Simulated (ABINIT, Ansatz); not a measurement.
# Quasiparticle gap of H6PbCBr3N (Pm) in ABINIT, part 2 of 3

Aim: the G0W0 gap of H6PbCBr3N (Pm) on PBEsol, step by step.

ABINIT 10.8.3; PBEsol and many-body steps on it, plane waves. Known limits of the many-body steps: not at the basis limit; no spin-orbit coupling; coarse k mesh.

So far. Step 2 (Ground state): The gap is direct, at (0.500, 0.500, 0.500).

### Step 3. Bands along the symmetry lines

Level of this step: DFT, PBEsol, plane waves, norm-conserving pseudopotentials (ABINIT).

Levels along a band path, at the cheap level, show where the edges lie and whether the meshes to come will hold them.

Contents of run.abi:

```
acell 3*1.0 Angstrom
rprim 
  6.038531000000 -0.000000000000 -0.000000000000
  -0.000000000000 6.059680000000 0.000000000000
  -0.007679000000 0.000000000000 6.128174000000
ntypat 5
znucl 1 82 6 35 7
natom 12
typat 1 1 1 1 1 1 2 3 4 4 4 5
xred 
  0.218258000000 0.862101000000 0.968190000000
  0.177786000000 -0.000000000000 0.198636000000
  0.825095000000 0.851944000000 0.061619000000
  0.869341000000 -0.000000000000 0.811715000000
  0.825095000000 0.148056000000 0.061619000000
  0.218258000000 0.137899000000 0.968190000000
  0.475266000000 0.500000000000 0.477994000000
  0.897311000000 -0.000000000000 0.988520000000
  0.430028000000 0.500000000000 0.972748000000
  0.434852000000 -0.000000000000 0.512708000000
  0.966538000000 0.500000000000 0.440736000000
  0.140606000000 -0.000000000000 0.032465000000
pp_dirpath "pseudos"
pseudos "H.upf, Pb.upf, C.upf, Br.upf, N.upf"
ecut 37
iscf -2
irdden 1
kptopt 0
nkpt 41
kpt 
  0.00000000 0.00000000 0.00000000
  0.00000000 0.12500000 0.00000000
  0.00000000 0.25000000 0.00000000
  0.00000000 0.37500000 0.00000000
  0.00000000 0.50000000 0.00000000
  0.00000000 0.50000000 0.12500000
  0.00000000 0.50000000 0.25000000
  0.00000000 0.50000000 0.37500000
  0.00000000 0.50000000 0.50000000
  0.00000000 0.37500000 0.50000000
  0.00000000 0.25000000 0.50000000
  0.00000000 0.12500000 0.50000000
  0.00000000 0.00000000 0.50000000
  0.00000000 0.00000000 0.37500000
  0.00000000 0.00000000 0.25000000
  0.00000000 0.00000000 0.12500000
  0.00000000 0.00000000 0.00000000
  -0.12500000 0.00000000 0.12500000
  -0.25000000 0.00000000 0.25000000
  -0.37500000 0.00000000 0.37500000
  -0.50000000 0.00000000 0.50000000
  -0.50000000 0.12500000 0.50000000
  -0.50000000 0.25000000 0.50000000
  -0.50000000 0.37500000 0.50000000
  -0.50000000 0.50000000 0.50000000
  -0.37500000 0.50000000 0.37500000
  -0.25000000 0.50000000 0.25000000
  -0.12500000 0.50000000 0.12500000
  0.00000000 0.50000000 0.00000000
  -0.12500000 0.50000000 0.00000000
  -0.25000000 0.50000000 0.00000000
  -0.37500000 0.50000000 0.00000000
  -0.50000000 0.50000000 0.00000000
  -0.50000000 0.37500000 0.00000000
  -0.50000000 0.25000000 0.00000000
  -0.50000000 0.12500000 0.00000000
  -0.50000000 0.00000000 0.00000000
  -0.37500000 0.00000000 0.00000000
  -0.25000000 0.00000000 0.00000000
  -0.12500000 0.00000000 0.00000000
  0.00000000 0.00000000 0.00000000
istwfk *1
nband 51
nbdbuf 2
tolwfr 1e-08
nstep 40
prtwf 0
prtvol 0
indata_prefix "in"
outdata_prefix "out"
tmpdata_prefix "tmp"
```

The run is started by

```sh
$ OMP_NUM_THREADS=1 mpirun -n 16 abinit run.abi > log
```

Numbers of over 12 decimals in the logs are rounded to 6 here.

The program printed:

```text
.Version 10.8.3 of ABINIT. v10.8.2 released Aug 2026.

 Symmetries : space group Pm (#  6); Bravais mP (primitive monocl.)
[... echo of the input left out ...]
== DATASET  1 ==================================================================
-   mpi_nproc: 16, omp_nthreads: 1 (-1 if OMP is not activated)
-    --> not optimal distribution: autoparal keyword recommended in input file <--

--- !DatasetInfo
iteration_state: {dtset: 1, }
dimensions: {natom: 12, nkpt: 41, mband: 51, nsppol: 1, nspinor: 1, nspden: 1, mpw: 16306, }
cutoff_energies: {ecut:  37.0, pawecutdg:  -1.0, }
electrons: {nelect:   8.80000000E+01, charge:   0.00000000E+00, occopt:   1.00000000E+00, tsmear:   1.00000000E-02, }

 Real(R)+Recip(G) space primitive vectors, cartesian coordinates (Bohr,Bohr^-1):
 R(1)= 11.4111698  0.0000000  0.0000000  G(1)=  0.0876334  0.0000000  0.0001098
 R(2)=  0.0000000 11.4511356  0.0000000  G(2)=  0.0000000  0.0873276  0.0000000
 R(3)= -0.0145112  0.0000000 11.5805705  G(3)=  0.0000000  0.0000000  0.0863515
 Unit cell volume ucvol=  1.5132430E+03 bohr^3
 Angles (23,13,12)=  9.00000000E+01  9.00717953E+01  9.00000000E+01 degrees

 getcut: wavevector=  0.0000  0.0000  0.0000  ngfft=  64  64  64
         ecut(hartree)=     37.000   => boxcut(ratio)=   2.01829

--- Pseudopotential description ------------------------------------------------
- H Generated using ONCVPSP code by D. R. Hamann
-  1.00000   1.00000  180301                  znucl, zion, pspdat
12 -116133 1 -1 1180                          pspcod,pspxc,lmax,lloc,mmax
     nproj     2     1     0
  pspatm : epsatm=    0.35585368
         --- l  ekb(1:nproj) -->
             0   -1.674911   -0.523609
             1   -0.494138
 pspatm: atomic psp has been read  and splines computed

- Pb Generated using ONCVPSP code by D. R. Hamann
- 82.00000  22.00000  180301                  znucl, zion, pspdat
12 -116133 2 -1 1678                          pspcod,pspxc,lmax,lloc,mmax
     nproj     2     2     2
  pspatm : epsatm=   27.24616311
         --- l  ekb(1:nproj) -->
             0   16.718077    2.142855
             1    7.403376    1.248372
[...]
pspatm: atomic psp has been read  and splines computed

- C Generated using ONCVPSP code by D. R. Hamann
-  6.00000   4.00000  180301                  znucl, zion, pspdat
12 -116133 1 -1 1248                          pspcod,pspxc,lmax,lloc,mmax
     nproj     2     2     0
  pspatm : epsatm=    4.34909242
         --- l  ekb(1:nproj) -->
[...]
pspatm: atomic psp has been read  and splines computed

- Br Generated using ONCVPSP code by D. R. Hamann
- 35.00000  17.00000  180301                  znucl, zion, pspdat
12 -116133 2 -1 1098                          pspcod,pspxc,lmax,lloc,mmax
     nproj     2     2     2
  pspatm : epsatm=   31.49815384
         --- l  ekb(1:nproj) -->
[...]
-2.5111E-02 -2.4431E-02  1.6198E-01  2.0282E-01  2.0595E-01  2.2426E-01
[...]
--- !ResultsGS
iteration_state: {dtset: 1, }
comment   : Summary of ground state results
lattice_vectors:
- [ 11.4111698,  -0.0000000,  -0.0000000, ]
- [ -0.0000000,  11.4511356,   0.0000000, ]
- [ -0.0145112,   0.0000000,  11.5805705, ]
lattice_lengths: [  11.41117,   11.45114,   11.58058, ]
lattice_angles: [ 90.000,  90.072,  90.000, ] # degrees, (23, 13, 12)
lattice_volume:   1.5132430E+03
convergence: {deltae:  0.000E+00, res2:  0.000E+00, residm:  9.995E-09, diffor:  0.000E+00, }
etotal    :  -6.35458988E+02
entropy   :   0.00000000E+00
fermie    :   1.28454875E-02
cartesian_stress_tensor: null
pressure_GPa: null
xred      :
- [  2.1826E-01,   8.6210E-01,   9.6819E-01,  H]
- [  1.7779E-01,   0.0000E+00,   1.9864E-01,  H]
- [  8.2510E-01,   8.5194E-01,   6.1619E-02,  H]
- [  8.6934E-01,   0.0000E+00,   8.1172E-01,  H]
- [  8.2510E-01,   1.4806E-01,   6.1619E-02,  H]
- [  2.1826E-01,   1.3790E-01,   9.6819E-01,  H]
- [  4.7527E-01,   5.0000E-01,   4.7799E-01, Pb]
- [  8.9731E-01,   0.0000E+00,   9.8852E-01,  C]
- [  4.3003E-01,   5.0000E-01,   9.7275E-01, Br]
- [  4.3485E-01,   0.0000E+00,   5.1271E-01, Br]
- [  9.6654E-01,   5.0000E-01,   4.4074E-01, Br]
- [  1.4061E-01,   0.0000E+00,   3.2465E-02,  N]
cartesian_forces: null
force_length_stats: {min: null, max: null, mean: null, }

 Integrated electronic density in atomic spheres:
 ------------------------------------------------
 Atom  Sphere_radius  Integrated_density
[...]
================================================================================

 ----iterations are completed or convergence reached----

 Mean square residual over all n,k,spin=   53.433E-10; max=  99.947E-10
 reduced coordinates (array xred) for   12 atoms
[...]
cartesian coordinates (angstrom) at end:
    1      1.310523     5.224056     5.933237
    2      1.072041     0.000000     1.217276
    3      4.981889     5.162508     0.377612
[...]
11      5.833085     3.029840     2.700907
   12      0.848804     0.000000     0.198951
 length scales=  1.889726125908  1.889726125908  1.889726125908 bohr
              =  1.000000000000  1.000000000000  1.000000000000 angstroms
 prteigrs : about to open file out_EIG
 Eigenvalues (hartree) for nkpt=  41  k points:
 kpt#   1, nband= 51, wtk=  1.00000, kpt=  0.0000  0.0000  0.0000 (reduced coord)
[...]
kpt#   2, nband= 51, wtk=  1.00000, kpt=  0.0000  0.1250  0.0000 (reduced coord)
[...]
kpt#   3, nband= 51, wtk=  1.00000, kpt=  0.0000  0.2500  0.0000 (reduced coord)
[...]
kpt#  40, nband= 51, wtk=  1.00000, kpt= -0.1250  0.0000  0.0000 (reduced coord)
[...]
0.22712    0.23108    0.23757
 kpt#  41, nband= 51, wtk=  1.00000, kpt=  0.0000  0.0000  0.0000 (reduced coord)
[...]
-0.23322   -0.15617   -0.15548   -0.11020   -0.10942   -0.10440   -0.04532   -0.04251
  -0.04011   -0.03610   -0.02511   -0.02443    0.16198    0.20282    0.20595    0.22426
   0.22742    0.23433    0.23578

== END DATASET(S) ==============================================================
================================================================================

 -outvars: echo values of variables after computation  --------
            nband          51
             nkpt          41
          spgroup           6
 [... the other variables as echoed above ...]

 Calculation completed.
```

It took 69 s on 16 MPI ranks of Intel Xeon 6975P-C (Granite Rapids), shared host; peak memory 2.2 GiB.

Numbers from this step:

| Property | Result |
| --- | --- |
| gap | 2.005 eV |
| k of the valence top | -0.5, 0.5, 0.5 |
| k of the conduction bottom | -0.5, 0.5, 0.5 |
| least direct gap | 2.005 eV |

The gap is 2.005 eV, as in the run before at this level.

The electronic bands at the labelled points (eV, zero at the top of the highest filled band):

```tsv
point	band 41	band 42	band 43	band 44	band 45	band 46	band 47	band 48
Γ	-1.44	-1.33	-1.03	-1.01	4.06	5.17	5.25	5.75
halfway	-1.43	-1.35	-1.07	-1.01	4.06	4.57	5.00	5.65
Z	-1.32	-1.24	-1.06	-0.98	2.83	4.89	5.41	5.48
halfway	-1.43	-1.21	-1.14	-0.84	2.64	3.70	5.24	5.61
D	-1.35	-1.25	-1.18	-0.59	2.41	2.46	5.14	5.68
halfway	-1.39	-1.32	-1.11	-0.86	2.55	3.84	5.25	5.58
B	-1.35	-1.28	-1.04	-0.99	2.75	5.10	5.22	5.45
halfway	-1.49	-1.30	-1.04	-1.03	3.97	4.51	5.17	5.65
Γ	-1.44	-1.33	-1.03	-1.01	4.06	5.17	5.25	5.75
halfway	-1.50	-1.22	-1.11	-0.94	3.63	4.35	4.90	4.99
A	-1.49	-1.21	-0.81	-0.39	2.38	2.55	4.80	5.27
halfway	-1.34	-0.99	-0.81	-0.30	2.17	2.33	3.58	5.50
E	-1.25	-0.81	-0.81	0.00	2.00	2.02	2.23	5.29
halfway	-1.40	-1.02	-1.00	-0.73	2.43	3.35	4.13	5.61
Z	-1.32	-1.24	-1.06	-0.98	2.83	4.89	5.41	5.48
halfway	-1.40	-1.12	-1.00	-0.84	2.62	3.99	4.88	5.54
C2	-1.50	-1.21	-0.81	-0.30	2.41	2.53	4.74	5.44
halfway	-1.44	-1.20	-0.95	-0.61	2.66	3.77	4.77	4.99
Y2	-1.39	-1.18	-1.15	-0.71	2.86	4.31	4.98	5.06
halfway	-1.43	-1.25	-1.11	-1.07	4.09	4.50	5.09	5.11
Γ	-1.44	-1.33	-1.03	-1.01	4.06	5.17	5.25	5.75
```

### Step 4. Empty states on the mesh, 2×2×2 mesh, 607 bands

The sums over transitions need many empty states on a uniform mesh; this step solves for them.

Contents of run.abi:

```
acell 3*1.0 Angstrom
rprim 
  6.038531000000 -0.000000000000 -0.000000000000
  -0.000000000000 6.059680000000 0.000000000000
  -0.007679000000 0.000000000000 6.128174000000
ntypat 5
znucl 1 82 6 35 7
natom 12
typat 1 1 1 1 1 1 2 3 4 4 4 5
xred 
  0.218258000000 0.862101000000 0.968190000000
  0.177786000000 -0.000000000000 0.198636000000
  0.825095000000 0.851944000000 0.061619000000
  0.869341000000 -0.000000000000 0.811715000000
  0.825095000000 0.148056000000 0.061619000000
  0.218258000000 0.137899000000 0.968190000000
  0.475266000000 0.500000000000 0.477994000000
  0.897311000000 -0.000000000000 0.988520000000
  0.430028000000 0.500000000000 0.972748000000
  0.434852000000 -0.000000000000 0.512708000000
  0.966538000000 0.500000000000 0.440736000000
  0.140606000000 -0.000000000000 0.032465000000
pp_dirpath "pseudos"
pseudos "H.upf, Pb.upf, C.upf, Br.upf, N.upf"
ecut 37
ngkpt 2 2 2
nshiftk 1
shiftk 0 0 0
kptopt 1
chksymbreak 0
iscf -2
irdden 1
istwfk *1
nband 607
nbdbuf 54
tolwfr 1e-09
nstep 60
prtvol 0
indata_prefix "in"
outdata_prefix "out"
tmpdata_prefix "tmp"
```

The program printed:

```text
.Version 10.8.3 of ABINIT. v10.8.2 released Aug 2026.

 Symmetries : space group Pm (#  6); Bravais mP (primitive monocl.)
[... echo of the input left out ...]
== DATASET  1 ==================================================================
-   mpi_nproc: 16, omp_nthreads: 1 (-1 if OMP is not activated)
-    --> not optimal distribution: autoparal keyword recommended in input file <--

--- !DatasetInfo
iteration_state: {dtset: 1, }
dimensions: {natom: 12, nkpt: 8, mband: 607, nsppol: 1, nspinor: 1, nspden: 1, mpw: 16306, }
cutoff_energies: {ecut:  37.0, pawecutdg:  -1.0, }
electrons: {nelect:   8.80000000E+01, charge:   0.00000000E+00, occopt:   1.00000000E+00, tsmear:   1.00000000E-02, }

 Real(R)+Recip(G) space primitive vectors, cartesian coordinates (Bohr,Bohr^-1):
 R(1)= 11.4111698  0.0000000  0.0000000  G(1)=  0.0876334  0.0000000  0.0001098
 R(2)=  0.0000000 11.4511356  0.0000000  G(2)=  0.0000000  0.0873276  0.0000000
 R(3)= -0.0145112  0.0000000 11.5805705  G(3)=  0.0000000  0.0000000  0.0863515
 Unit cell volume ucvol=  1.5132430E+03 bohr^3
 Angles (23,13,12)=  9.00000000E+01  9.00717953E+01  9.00000000E+01 degrees

 getcut: wavevector=  0.0000  0.0000  0.0000  ngfft=  64  64  64
         ecut(hartree)=     37.000   => boxcut(ratio)=   2.01829

--- Pseudopotential description ------------------------------------------------
- H Generated using ONCVPSP code by D. R. Hamann
-  1.00000   1.00000  180301                  znucl, zion, pspdat
12 -116133 1 -1 1180                          pspcod,pspxc,lmax,lloc,mmax
     nproj     2     1     0
  pspatm : epsatm=    0.35585368
         --- l  ekb(1:nproj) -->
             0   -1.674911   -0.523609
             1   -0.494138
 pspatm: atomic psp has been read  and splines computed

- Pb Generated using ONCVPSP code by D. R. Hamann
- 82.00000  22.00000  180301                  znucl, zion, pspdat
12 -116133 2 -1 1678                          pspcod,pspxc,lmax,lloc,mmax
     nproj     2     2     2
  pspatm : epsatm=   27.24616311
         --- l  ekb(1:nproj) -->
             0   16.718077    2.142855
             1    7.403376    1.248372
[...]
pspatm: atomic psp has been read  and splines computed

- C Generated using ONCVPSP code by D. R. Hamann
-  6.00000   4.00000  180301                  znucl, zion, pspdat
12 -116133 1 -1 1248                          pspcod,pspxc,lmax,lloc,mmax
     nproj     2     2     0
  pspatm : epsatm=    4.34909242
         --- l  ekb(1:nproj) -->
[...]
pspatm: atomic psp has been read  and splines computed

- Br Generated using ONCVPSP code by D. R. Hamann
- 35.00000  17.00000  180301                  znucl, zion, pspdat
12 -116133 2 -1 1098                          pspcod,pspxc,lmax,lloc,mmax
     nproj     2     2     2
  pspatm : epsatm=   31.49815384
         --- l  ekb(1:nproj) -->
[...]
-2.1781E+00 -2.1781E+00 -2.1722E+00 -2.1705E+00 -2.1704E+00 -2.1657E+00
[...]
3.7496E+00  3.7537E+00  3.7575E+00  3.7607E+00  3.7625E+00  3.7636E+00
  3.7654E+00  3.7695E+00  3.7726E+00  3.7799E+00  3.7826E+00  3.7858E+00
  3.7906E+00
 prteigrs : prtvol=0 or 1, do not print more k-points.

--- !ResultsGS
iteration_state: {dtset: 1, }
comment   : Summary of ground state results
lattice_vectors:
- [ 11.4111698,  -0.0000000,  -0.0000000, ]
- [ -0.0000000,  11.4511356,   0.0000000, ]
- [ -0.0145112,   0.0000000,  11.5805705, ]
lattice_lengths: [  11.41117,   11.45114,   11.58058, ]
lattice_angles: [ 90.000,  90.072,  90.000, ] # degrees, (23, 13, 12)
lattice_volume:   1.5132430E+03
convergence: {deltae:  0.000E+00, res2:  0.000E+00, residm:  9.982E-10, diffor:  0.000E+00, }
etotal    :  -6.35458988E+02
entropy   :   0.00000000E+00
fermie    :   1.28454875E-02
cartesian_stress_tensor: null
pressure_GPa: null
xred      :
- [  2.1826E-01,   8.6210E-01,   9.6819E-01,  H]
- [  1.7779E-01,   0.0000E+00,   1.9864E-01,  H]
- [  8.2510E-01,   8.5194E-01,   6.1619E-02,  H]
- [  8.6934E-01,   0.0000E+00,   8.1172E-01,  H]
- [  8.2510E-01,   1.4806E-01,   6.1619E-02,  H]
- [  2.1826E-01,   1.3790E-01,   9.6819E-01,  H]
- [  4.7527E-01,   5.0000E-01,   4.7799E-01, Pb]
- [  8.9731E-01,   0.0000E+00,   9.8852E-01,  C]
- [  4.3003E-01,   5.0000E-01,   9.7275E-01, Br]
- [  4.3485E-01,   0.0000E+00,   5.1271E-01, Br]
- [  9.6654E-01,   5.0000E-01,   4.4074E-01, Br]
- [  1.4061E-01,   0.0000E+00,   3.2465E-02,  N]
cartesian_forces: null
force_length_stats: {min: null, max: null, mean: null, }

 Integrated electronic density in atomic spheres:
 ------------------------------------------------
 Atom  Sphere_radius  Integrated_density
[...]
================================================================================

 ----iterations are completed or convergence reached----

 Mean square residual over all n,k,spin=   38.825E-11; max=  99.824E-11
 reduced coordinates (array xred) for   12 atoms
[...]
0.966538000000      0.500000000000      0.440736000000
       0.140606000000      0.000000000000      0.032465000000

 cartesian coordinates (angstrom) at end:
    1      1.310523     5.224056     5.933237
    2      1.072041     0.000000     1.217276
    3      4.981889     5.162508     0.377612
[...]
11      5.833085     3.029840     2.700907
   12      0.848804     0.000000     0.198951
 length scales=  1.889726125908  1.889726125908  1.889726125908 bohr
              =  1.000000000000  1.000000000000  1.000000000000 angstroms
 prteigrs : about to open file out_EIG
 Eigenvalues (hartree) for nkpt=   8  k points:
 kpt#   1, nband=607, wtk=  0.12500, kpt=  0.0000  0.0000  0.0000 (reduced coord)
[...]
3.71737    3.72042    3.72289    3.72838    3.73245    3.73513    3.74035    3.74465
   3.74576    3.74647    3.74956    3.75369    3.75755    3.76072    3.76253    3.76356
   3.76544    3.76953    3.77255    3.77988    3.78259    3.78583    3.79055
 prteigrs : prtvol=0 or 1, do not print more k-points.

== END DATASET(S) ==============================================================
================================================================================

 -outvars: echo values of variables after computation  --------
            nband         607
             nkpt           8
          spgroup           6
 [... the other variables as echoed above ...]

 Calculation completed.
```

It took 23 min on 16 MPI ranks; peak memory 3 GiB; 6 h of CPU time.

Numbers from this step:

| Property | Result |
| --- | --- |
| gap | 2.005 eV |
| k of the valence top | 0.5, 0.5, 0.5 |
| k of the conduction bottom | 0.5, 0.5, 0.5 |
| least direct gap | 2.005 eV |
| k points computed | 8 |
| lowest point of the top converged band, above the valence top | 95.0434 eV |

On this mesh the gap is 2.005 eV.

(Continued in part 3 of 3.)

[Paths, hosts, dates, memory and timing lines, banners, echoed tables and standing remarks are left out of the program output.]

[Logs are printed without paths, hosts, clocks, repeated set-up lines and the standing remarks that a program may print on its own settings, such as how far it seeks lower states.]

[Runs of the session that timed out or met a known fault of the program may be left out.]

[Hosts, paths, dates, database ids (printed as entryN), source tags and the programs' standing remarks are cut or masked in the printed files.]

[G0W0 gaps are taken among the corrected bands and points alone; a level outside them can change the order at an edge.]

[Where Ansatz stands beside ABINIT at settings called matched, ABINIT's density can come from a denser mesh and the files from another edition; pairs whose starting gaps differed by over 0.03 eV were left out, so agreement reads better than it is.]
